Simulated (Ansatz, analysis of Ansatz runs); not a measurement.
## Neutral SiVN centre in diamond: hyperfine coupling, PBE

Subject: neutral SiVN centre in diamond. Wanted: its hyperfine coupling, in one set-up (PBE, 64-site cell, PBE lattice, 870 eV, k: the single point 1/4 1/4 1/4 then 2x2x2 shifted 0.5 0.5 0.5, harder PAW files at their own cutoff). The model is a cell of 64 host atoms with 1 site emptied, Si put on another atom's site and N put on another atom's site. The isotropic coupling follows from the spin density at the nucleus, the nuclear g-factor and the total spin. Other potentials or another program check that the number doesn't hang on one set of files.

What was measured. Isotropic 14N coupling, printed as -3.586 MHz: -3.556 MHz, by X-band EPR (“Doubly-charged silicon vacancy center, photochromism, and Si-N complexes in co-doped diamond”, 2020, arxiv:2002.01712).

Program: Ansatz 0.2.0. Level of theory: plane-wave PAW DFT, PBE; relaxation of all atoms of a defect supercell. Results are calculated unless marked as measured.

## (1) The structure

The cell holds 63 atoms: 61 C, 1 N and 1 Si. Its edges and angles: a = 7.143 Å, b = 7.143 Å, c = 7.143 Å, α = 90.0°, β = 90.0°, γ = 90.0°. It derives from C (space group Fd-3m). Nearest the centre at fractional (0.219, 0.219, 0.344): N4 at 0.97 Å, Si7 at 0.97 Å, C10 at 1.93 Å, C9 at 1.93 Å, C5 at 2.03 Å, C6 at 2.03 Å, C1 at 2.31 Å, C26 at 2.31 Å.

The host's primitive cell comes from a first run (plane-wave PAW DFT, PBE; relaxation of the host's cell and atoms): vectors of 2.525, 2.525 and 2.525 Å. That is 5.69 Å³ an atom, 0.4 % over the diffraction cell's volume. The supercell is built on it.

## (2) Relaxation, charge 0

Every later number rests on the structure around the defect, so the atoms are relaxed at the host's lattice first.

Contents of relax/input.yaml:

```yaml
relax:
  f_tol: 0.02
  max_steps: 80
  random_displacement: { amplitude: 0.03, seed: 381 }
crystal:
  lattice:
    - [7.14297566, 0.0, 0.0]
    - [0.0, 7.14297566, 0.0]
    - [0.0, 0.0, 7.14297566]
  atoms:
    - { symbol: C, position: [0.0, 0.0, 0.25] }
    - { symbol: C, position: [0.0, 0.25, 0.0] }
    - { symbol: C, position: [0.25, 0.0, 0.0] }
    - { symbol: "N", position: [0.125, 0.125, 0.375] }
    - { symbol: C, position: [0.125, 0.375, 0.125] }
    - { symbol: C, position: [0.375, 0.125, 0.125] }
    - { symbol: Si, position: [0.312589036, 0.312589036, 0.312589036] }
    - { symbol: C, position: [0.0, 0.0, 0.75] }
    - { symbol: C, position: [0.0, 0.25, 0.5] }
    - { symbol: C, position: [0.25, 0.0, 0.5] }
    - { symbol: C, position: [0.25, 0.25, 0.75] }
    - { symbol: C, position: [0.125, 0.125, 0.875] }
    - { symbol: C, position: [0.125, 0.375, 0.625] }
    - { symbol: C, position: [0.375, 0.125, 0.625] }
    - { symbol: C, position: [0.375, 0.375, 0.875] }
    - { symbol: C, position: [0.0, 0.5, 0.25] }
    - { symbol: C, position: [0.0, 0.75, 0.0] }
    - { symbol: C, position: [0.25, 0.5, 0.0] }
    - { symbol: C, position: [0.25, 0.75, 0.25] }
    - { symbol: C, position: [0.125, 0.625, 0.375] }
    - { symbol: C, position: [0.125, 0.875, 0.125] }
    - { symbol: C, position: [0.375, 0.625, 0.125] }
    - { symbol: C, position: [0.375, 0.875, 0.375] }
    - { symbol: C, position: [0.0, 0.5, 0.75] }
    - { symbol: C, position: [0.0, 0.75, 0.5] }
    - { symbol: C, position: [0.25, 0.5, 0.5] }
    - { symbol: C, position: [0.25, 0.75, 0.75] }
    - { symbol: C, position: [0.125, 0.625, 0.875] }
    - { symbol: C, position: [0.125, 0.875, 0.625] }
    - { symbol: C, position: [0.375, 0.625, 0.625] }
    - { symbol: C, position: [0.375, 0.875, 0.875] }
    - { symbol: C, position: [0.5, 0.0, 0.25] }
    - { symbol: C, position: [0.5, 0.25, 0.0] }
    - { symbol: C, position: [0.75, 0.0, 0.0] }
    - { symbol: C, position: [0.75, 0.25, 0.25] }
    - { symbol: C, position: [0.625, 0.125, 0.375] }
    - { symbol: C, position: [0.625, 0.375, 0.125] }
    - { symbol: C, position: [0.875, 0.125, 0.125] }
    - { symbol: C, position: [0.875, 0.375, 0.375] }
    - { symbol: C, position: [0.5, 0.0, 0.75] }
    - { symbol: C, position: [0.5, 0.25, 0.5] }
    - { symbol: C, position: [0.75, 0.0, 0.5] }
    - { symbol: C, position: [0.75, 0.25, 0.75] }
    - { symbol: C, position: [0.625, 0.125, 0.875] }
    - { symbol: C, position: [0.625, 0.375, 0.625] }
    - { symbol: C, position: [0.875, 0.125, 0.625] }
    - { symbol: C, position: [0.875, 0.375, 0.875] }
    - { symbol: C, position: [0.5, 0.5, 0.25] }
    - { symbol: C, position: [0.5, 0.75, 0.0] }
    - { symbol: C, position: [0.75, 0.5, 0.0] }
    - { symbol: C, position: [0.75, 0.75, 0.25] }
    - { symbol: C, position: [0.625, 0.625, 0.375] }
    - { symbol: C, position: [0.625, 0.875, 0.125] }
    - { symbol: C, position: [0.875, 0.625, 0.125] }
    - { symbol: C, position: [0.875, 0.875, 0.375] }
    - { symbol: C, position: [0.5, 0.5, 0.75] }
    - { symbol: C, position: [0.5, 0.75, 0.5] }
    - { symbol: C, position: [0.75, 0.5, 0.5] }
    - { symbol: C, position: [0.75, 0.75, 0.75] }
    - { symbol: C, position: [0.625, 0.625, 0.875] }
    - { symbol: C, position: [0.625, 0.875, 0.625] }
    - { symbol: C, position: [0.875, 0.625, 0.625] }
    - { symbol: C, position: [0.875, 0.875, 0.875] }
basis:
  xc_grid: 2
hamiltonian:
  xc: pbe
  pseudopotentials: { kind: paw, source: ansatz }
kpoints:
  mp_grid: { grid: [1, 1, 1], shift: [0.25, 0.25, 0.25] }
magnetization:
  spin_polarized: true
  initial_magnetization: 1
  spin_locking: { lock_magnetization: hard }
scf:
  occupations: { method: fermi_dirac, width: 0.01 }
  max_iter: 120
output:
  forces: true
checkpoint:
  write: "../relax.run"
  compress: false
  write_wavefunctions: true
  write_every: 100000
```

Command:

```bash
$ ansatz run input.yaml --threads 2 --pin off --max-ram 3768MiB --backend cpu --events-out ev --progress --plain --runs-dir out
```

Numbers of over 12 decimals in the logs are rounded to 6 here.

The log of the run:

```text
[... repeated set-up lines and file paths are left out, and long positions are rounded to six places ...]
Engine: ansatz 0.2.0, x86_64-unknown-linux-gnu
Pseudopotentials: kind: paw
Pseudopotential: C, paw, valence charge 4, recommended cutoff 820 eV (normal), C.paw.azcp
Pseudopotential: N, paw, valence charge 5, recommended cutoff 870 eV (normal), N.paw.azcp
Pseudopotential: Si, paw, valence charge 4, recommended cutoff 460 eV (normal), Si.paw.azcp
Functional definition: PBE
  parameter kappa = 0.804
  parameter beta = 0.066725
  exchange = pbe_x(kappa = kappa, mu = beta*pi^2/3)
  correlation = pbe_c(beta = beta)
Crystal: 63 atoms, lattice volume = 364.450 Å³
Basis set: ecut = 870 eV, 21247 PW (Γ), exchange–correlation on 144×144×144 points (8 copies of the dense FFT grid, shifted against one another)
Bands: 190, of which v1, the nominal top of the filled ones, is band 127 counted from 1 (126 counted from 0)
Symmetry: 1 space group operations
k-points: 1
Non-local potential: C, projectors of the file, l = 0: 2, l = 1: 2
Non-local potential: N, projectors of the file, l = 0: 2, l = 1: 2, l = 2: 1, l = 3: 1
Non-local potential: Si, projectors of the file, l = 0: 2, l = 1: 3, l = 2: 1
PAW form: soft (Blöchl's): semilocal exchange-correlation on the pseudo side does not see the compensation charge
PAW one-centre angular grid: C, 110 points (default); XC on 64 Gauss nodes
PAW one-centre angular grid: N, 194 points (default); XC on 64 Gauss nodes
PAW one-centre angular grid: Si, 110 points (default); XC on 64 Gauss nodes
Initial density: superposition of atomic densities (chi_scale 0.1, normalization cell, long waves kept (reshape's long-wave potential 0.15 eV rms))
Starting moments: Σ|m| = 1 μB on 63 of 63 sites
Initial wavefunctions: pseudopotential atomic-orbital guess
Functional: x = pbe(κ = 0.804, μ = 0.219515), c = pbe(β = 0.066725)
SCF iter   1: F=—  HF=-16331.653640 eV  |F-HF|=—  |Δ(HF+E_count)|=         —  Δρ=7.09e-2 (↑7.09e-2 ↓6.92e-2)  dr2=5.64e1  dr2_m=6.42e-2  M=1.000 μB ∫|m|=1.001 μB  β_m=0.30  ethr=3.10e-3  ⟨swp⟩=6.0  Hψ=1684  notcnv=0  defer=96
preconditioner: auto → Resta (q_TF=auto, 2.567 Å⁻¹)  ε∞=4.4  [insulator: Δε(μ)=0.068 eV  Ē_g=16.777 eV  σ=0.010 eV  W_gap=0.93  n_scr=92 (ndim 8)  ℏωp=30.9 eV  f_vac=0.000  D(μ)=6.32/eV (n_scr^D=32)  ε∞_Penn≈4.4]
spin=Collinear: Resta preconditioning applied to the charge; magnetization (m = ρ↑ − ρ↓) channel mixes plain (no charge-response kernel on spin).
SCF iter   2: F=—  HF=-16321.129835 eV  |F-HF|=—  |Δ(HF+E_count)|=    1.05e1  Δρ=5.10e-2 (↑5.10e-2 ↓4.99e-2)  dr2=2.86e1  dr2_m=4.48e-2  M=1.000 μB ∫|m|=1.008 μB  β_m=0.65  ethr=3.10e-3  ⟨swp⟩=4.0  Hψ=728  notcnv=0  defer=108
SCF iter   3: F=—  HF=-16311.070413 eV  |F-HF|=—  |Δ(HF+E_count)|=    1.01e1  Δρ=6.95e-3 (↑6.07e-3 ↓6.95e-3)  dr2=5.37e-1  dr2_m=6.93e-3  M=1.000 μB ∫|m|=1.080 μB  β_m=0.65  ethr=3.10e-3  ⟨swp⟩=5.0  Hψ=595  notcnv=0  defer=108
SCF iter   4: F=—  HF=-16311.086036 eV  |F-HF|=—  |Δ(HF+E_count)|=   1.56e-2  Δρ=2.68e-3 (↑2.39e-3 ↓2.68e-3)  dr2=5.73e-2  dr2_m=1.02e-3  M=1.000 μB ∫|m|=1.092 μB  β_m=0.73  ethr=2.12e-4  ⟨swp⟩=3.0  Hψ=621  notcnv=0  defer=108
SCF iter   5: F=—  HF=-16311.119585 eV  |F-HF|=—  |Δ(HF+E_count)|=   3.35e-2  Δρ=1.15e-3 (↑8.01e-4 ↓1.15e-3)  dr2=1.11e-2  dr2_m=3.76e-4  M=1.000 μB ∫|m|=1.096 μB  β_m=0.71  ethr=2.27e-5  ⟨swp⟩=4.0  Hψ=504  notcnv=0  defer=108
SCF iter   6: F=—  HF=-16311.123276 eV  |F-HF|=—  |Δ(HF+E_count)|=   3.69e-3  Δρ=2.60e-4 (↑2.54e-4 ↓2.60e-4)  dr2=4.93e-4  dr2_m=8.12e-6  M=1.000 μB ∫|m|=1.098 μB  β_m=0.75  ethr=4.40e-6  ⟨swp⟩=3.0  Hψ=474  notcnv=0  defer=108
SCF iter   7: F=—  HF=-16311.124419 eV  |F-HF|=—  |Δ(HF+E_count)|=   1.14e-3  Δρ=8.61e-5 (↑8.16e-5 ↓8.61e-5)  dr2=5.27e-5  dr2_m=1.78e-6  M=1.000 μB ∫|m|=1.100 μB  β_m=0.76  ethr=1.95e-7  ⟨swp⟩=2.0  Hψ=633  notcnv=0  defer=108
SCF iter   8: F=—  HF=-16311.124464 eV  |F-HF|=—  |Δ(HF+E_count)|=   4.56e-5  Δρ=2.36e-5 (↑2.27e-5 ↓2.36e-5)  dr2=3.93e-6  dr2_m=1.65e-7  M=1.000 μB ∫|m|=1.100 μB  β_m=0.78  ethr=3.95e-9  ⟨swp⟩=4.0  Hψ=1147  notcnv=0
SCF iter   9: F=-16311.124468 eV  HF=-16311.124468 eV  |F-HF|=9.44e-8  |Δ(HF+E_count)|=   3.31e-6  Δρ=4.90e-6 (↑4.90e-6 ↓4.88e-6)  dr2=1.58e-7  dr2_m=2.97e-8  M=1.000 μB ∫|m|=1.100 μB  ethr=1.55e-9  ⟨swp⟩=3.0  Hψ=894  notcnv=0
SCF 1 converged in 9 iterations: F = -16311.124468 eV  dr2 = 1.58e-7
  greatest PAW one-centre occupation: 0.457 electrons in one spin orbital (limit 2), on the Si atom at site 6 (counted from 0), in its partial waves of l = 0
relax step   1: F+E_penalty+E_count = -16311.12446784 eV  Δ(F+E_penalty+E_count) = +0.000e0 eV  max|allowed force component| = 3.752e0 eV/Å  Δτ_max = 0.0000 Å  (9 SCF iters, dr2 threshold 1.00e-5 eV, accepted)
[... the SCF cycles and remarks between the steps are left out from here to the last step ...]
relax step   2: F+E_penalty+E_count = -16313.20081407 eV  Δ(F+E_penalty+E_count) = -2.076e0 eV  max|allowed force component| = 1.116e0 eV/Å  Δτ_max = 0.1144 Å  (6 SCF iters, dr2 threshold 1.00e-4 eV, accepted)
relax step   3: F+E_penalty+E_count = -16313.55376793 eV  Δ(F+E_penalty+E_count) = -3.530e-1 eV  max|allowed force component| = 6.922e-1 eV/Å  Δτ_max = 0.0265 Å  (5 SCF iters, dr2 threshold 7.79e-5 eV, accepted)
relax step   4: F+E_penalty+E_count = -16313.60256654 eV  Δ(F+E_penalty+E_count) = -4.880e-2 eV  max|allowed force component| = 3.569e-1 eV/Å  Δτ_max = 0.0198 Å  (5 SCF iters, dr2 threshold 4.24e-5 eV, accepted)
relax step   5: F+E_penalty+E_count = -16313.61055874 eV  Δ(F+E_penalty+E_count) = -7.992e-3 eV  max|allowed force component| = 1.033e-1 eV/Å  Δτ_max = 0.0208 Å  (5 SCF iters, dr2 threshold 3.39e-5 eV, accepted)
relax step   6: F+E_penalty+E_count = -16313.61145040 eV  Δ(F+E_penalty+E_count) = -8.917e-4 eV  max|allowed force component| = 4.941e-2 eV/Å  Δτ_max = 0.0070 Å  (6 SCF iters, dr2 threshold 8.94e-7 eV, accepted)
SCF iter   1: F=—  HF=-16313.611177 eV  |F-HF|=—  |Δ(HF+E_count)|=         —  Δρ=1.24e-4 (↑1.24e-4 ↓1.24e-4)  dr2=1.32e-4  dr2_m=3.13e-7  M=1.000 μB ∫|m|=1.100 μB  β_m=0.30  ethr=1.15e-6  ⟨swp⟩=5.0  Hψ=900  notcnv=0  defer=112
SCF iter   2: F=—  HF=-16313.611159 eV  |F-HF|=—  |Δ(HF+E_count)|=   1.83e-5  Δρ=8.40e-5 (↑8.38e-5 ↓8.40e-5)  dr2=5.46e-5  dr2_m=1.67e-7  M=1.000 μB ∫|m|=1.100 μB  β_m=0.57  ethr=5.21e-8  ⟨swp⟩=1.0  Hψ=438  notcnv=0  defer=112
SCF iter   3: F=—  HF=-16313.611661 eV  |F-HF|=—  |Δ(HF+E_count)|=   5.02e-4  Δρ=1.60e-5 (↑1.59e-5 ↓1.60e-5)  dr2=1.83e-6  dr2_m=8.46e-9  M=1.000 μB ∫|m|=1.100 μB  β_m=0.60  ethr=2.16e-8  ⟨swp⟩=2.0  Hψ=421  notcnv=0  defer=112
SCF iter   4: F=—  HF=-16313.611661 eV  |F-HF|=—  |Δ(HF+E_count)|=   1.77e-7  Δρ=3.30e-6 (↑3.27e-6 ↓3.30e-6)  dr2=1.10e-7  dr2_m=6.34e-10  M=1.000 μB ∫|m|=1.100 μB  β_m=0.73  ethr=7.22e-10  ⟨swp⟩=2.0  Hψ=521  notcnv=0  defer=112
SCF iter   5: F=-16313.611661 eV  HF=-16313.611661 eV  |F-HF|=8.88e-10  |Δ(HF+E_count)|=   9.42e-9  Δρ=9.69e-7 (↑9.60e-7 ↓9.69e-7)  dr2=1.01e-8  dr2_m=6.48e-11  M=1.000 μB ∫|m|=1.100 μB  ethr=3.95e-11  ⟨swp⟩=4.0  Hψ=897  notcnv=0
SCF 7 converged in 5 iterations: F = -16313.611661 eV  dr2 = 1.01e-8
relax step   7: F+E_penalty+E_count = -16313.61166071 eV  Δ(F+E_penalty+E_count) = -2.103e-4 eV  max|allowed force component| = 1.914e-2 eV/Å  Δτ_max = 0.0020 Å  (5 SCF iters, accepted)
NSCF: frozen V_eff on 1 k-points
the band table was solved once a step of the walk had ended and its energy, with any forces and stress, was formed, with the checks that follow a solve (1960 applications of the Hamiltonian). They found nothing against the state; [...]
SCF converged after 5 iterations
Magnetization: 1.0000 μB (127.0000 up, 126.0000 down)
Absolute magnetization: 1.1022 μB (∫|ρ↑−ρ↓|, with the PAW one-centre terms)
Spin contamination: 0.0018 ħ² per cell (⟨S²⟩ above its minimum at these occupations)
Per-site moments (μB) at R_I (Å): [(-0.000342598, 0.638447), (-0.00220099, 0.636302), (-0.00220094, 0.636300), [... 60 left out ...]
Free energy (F): -16313.611661 eV
Harris-Foulkes:  -16313.611661 eV  (|F-HF|=8.88e-10)
Internal energy: -16313.611661 eV  (E = F + TS)
E sigma→0 (E₀):  -16313.611661 eV
Fermi energy:    13.760954 (↑ 15.592712, ↓ 13.625003) eV
--- Per-component energies (eV) ---
  E_band       = 1101.119986
  E_kinetic    = 6580.690642
  E_local      = -4263.028696  (includes V_loc(G=0)·N_el)
  E_nonlocal   = 1122.263564
  E_hartree    = 923.092125
  E_xc         = -3334.073487
  E_vxc        = -3999.813867  (∫ρ·V_xc dr)
  E_paw        = -6417.659636  (= ΣΔE_a)
  E_vpaw       = -185.175239  (= ΣTr[D̂ρ^β])
  E_aug_tail   = -0.000603  (compensation charges beyond the density's cutoff)
  E_ewald      = -10924.895569
  E_smearing   = -0.000000  (= −TS)
  E_closure    = -0.000000  (closes the sum)
  Σ components = -16313.611661   (vs F -16313.611661, Δ=0.00e0)
--- Forces (eV/Å), atoms counted from 1 ---
  atom   1  C      0.00402522     0.00349913    -0.00234662
  atom   2  C     -0.00340246     0.00094232     0.00463627
  [... 1 atom left out ...]
  atom   4  N     -0.00476136    -0.00516012    -0.00662414
  atom   5  C      0.00065068     0.00173222    -0.00419888
  atom   6  C      0.00109796    -0.00017497    -0.00447114
  atom   7  Si     0.01112406     0.01093212     0.01021630
  [... 1 atom left out ...]
  atom   9  C     -0.01080870     0.01094732     0.00276081
  atom  10  C      0.01169435    -0.00878401     0.00154450
  [... 2 atoms left out ...]
  atom  13  C      0.00704923     0.00944156     0.00197532
  [... 12 atoms left out ...]
  atom  26  C     -0.00500512    -0.01050007     0.00456040
  [... 14 atoms left out ...]
  atom  41  C     -0.01021759    -0.00541491     0.00689303
  [... 22 atoms left out ...]
  max |Σ_I F_I| component: 5.68e-5 eV/Å
--- Band table (eV) ---
  k-point 0 ↑: bands = ["-8.0058", "-7.1565", "-6.6758", "-6.4017", [... 182 left out ...] "23.2517", "23.2732", "23.3418", "23.3660"]
  k-point 0 ↓: bands = ["-7.9940", "-7.1448", "-6.6541", "-6.3858", [... 182 left out ...] "23.2730", "23.2974", "23.3966", "23.4485"]
--- Relaxed structure (7 steps of the walk, 7 accepted, 0 SCFs on fresh bases) ---
  F+E_penalty+E_count = -16313.61166071 eV   max|allowed force component| = 1.914e-2 eV/Å
  atoms:
    - { symbol: C, position: [0.001631, 0.002312, 0.254627] }
    - { symbol: C, position: [0.004149, 0.253333, 0.004582] }
    [... 1 atom left out ...]
    - { symbol: N, position: [0.121575, 0.122254, 0.390382] }
    - { symbol: C, position: [0.125292, 0.389413, 0.125032] }
    - { symbol: C, position: [0.388732, 0.125973, 0.125037] }
    - { symbol: Si, position: [0.321430, 0.322114, 0.312099] }
    [... 1 atom left out ...]
    - { symbol: C, position: [-0.004482, 0.246934, 0.505392] }
    - { symbol: C, position: [0.246252, -0.003811, 0.505395] }
    [... 2 atoms left out ...]
    - { symbol: C, position: [0.120183, 0.374962, 0.627729] }
    [... 12 atoms left out ...]
    - { symbol: C, position: [0.234397, 0.499362, 0.500725] }
    [... 14 atoms left out ...]
    - { symbol: C, position: [0.498676, 0.235074, 0.500714] }
    [... 22 atoms left out ...]
```

Wall time 3.8 min (2 threads of Intel Xeon Platinum 8259CL at 2.50GHz (Skylake/Cascade Lake), shared host); peak memory 2.3 GiB.

The steps of the relaxation:

| step | energy less that of the first step (eV) | largest force component (eV/Å) |
| --- | --- | --- |
| 1 | 0.0000 | 3.7517 |
| 2 | -2.0763 | 1.1162 |
| 3 | -2.4293 | 0.6922 |
| 4 | -2.4781 | 0.3569 |
| 5 | -2.4861 | 0.1033 |
| 6 | -2.4870 | 0.0494 |
| 7 | -2.4872 | 0.0191 |

The atoms that moved most (Å, from the sites as typed, ahead of the random displacement, the mean shift of all atoms taken out):

| atom | dx | dy | dz | length |
| --- | --- | --- | --- | --- |
| N4 | -0.021 | -0.021 | 0.109 | 0.113 |
| C48 | 0.008 | 0.008 | -0.109 | 0.109 |
| C41 | -0.006 | -0.108 | 0.005 | 0.108 |
| C26 | -0.108 | -0.006 | 0.005 | 0.108 |
| C5 | 0.006 | 0.102 | 0.000 | 0.102 |
| C6 | 0.102 | 0.006 | 0.000 | 0.102 |
| Si7 | 0.067 | 0.067 | -0.004 | 0.095 |
| C22 | 0.017 | 0.034 | -0.044 | 0.058 |

The atoms nearest to the centre after the run:

| atom | distance (Å) |
| --- | --- |
| N4 | 1.033 |
| Si7 | 1.066 |
| C10 | 1.975 |
| C9 | 1.979 |
| C6 | 2.086 |
| C5 | 2.091 |
| C1 | 2.279 |
| C41 | 2.296 |
| C26 | 2.300 |

This step gave:

| Property | Result |
| --- | --- |
| free energy | -16313.6117 eV |
| total moment | 1 μB |
| integral of the absolute spin density | 1.102 μB |
| spin contamination | 0.001818 |

The relaxation ends 39 meV an atom lower than the displaced start, with a largest force component of 0.019 eV/Å.

(Continued in part 2 of 2.)

[Logs are printed without paths, hosts, clocks, repeated set-up lines and the standing remarks that a program may print on its own settings, such as how far it seeks lower states.]

[Hosts, paths, dates, database ids (printed as entryN), source tags and the programs' standing remarks are cut or masked in the printed files.]

[For some hosts the program warned that the k-mesh of the response run may be too coarse for force constants and the static dielectric constant; such warnings are not shown here.]
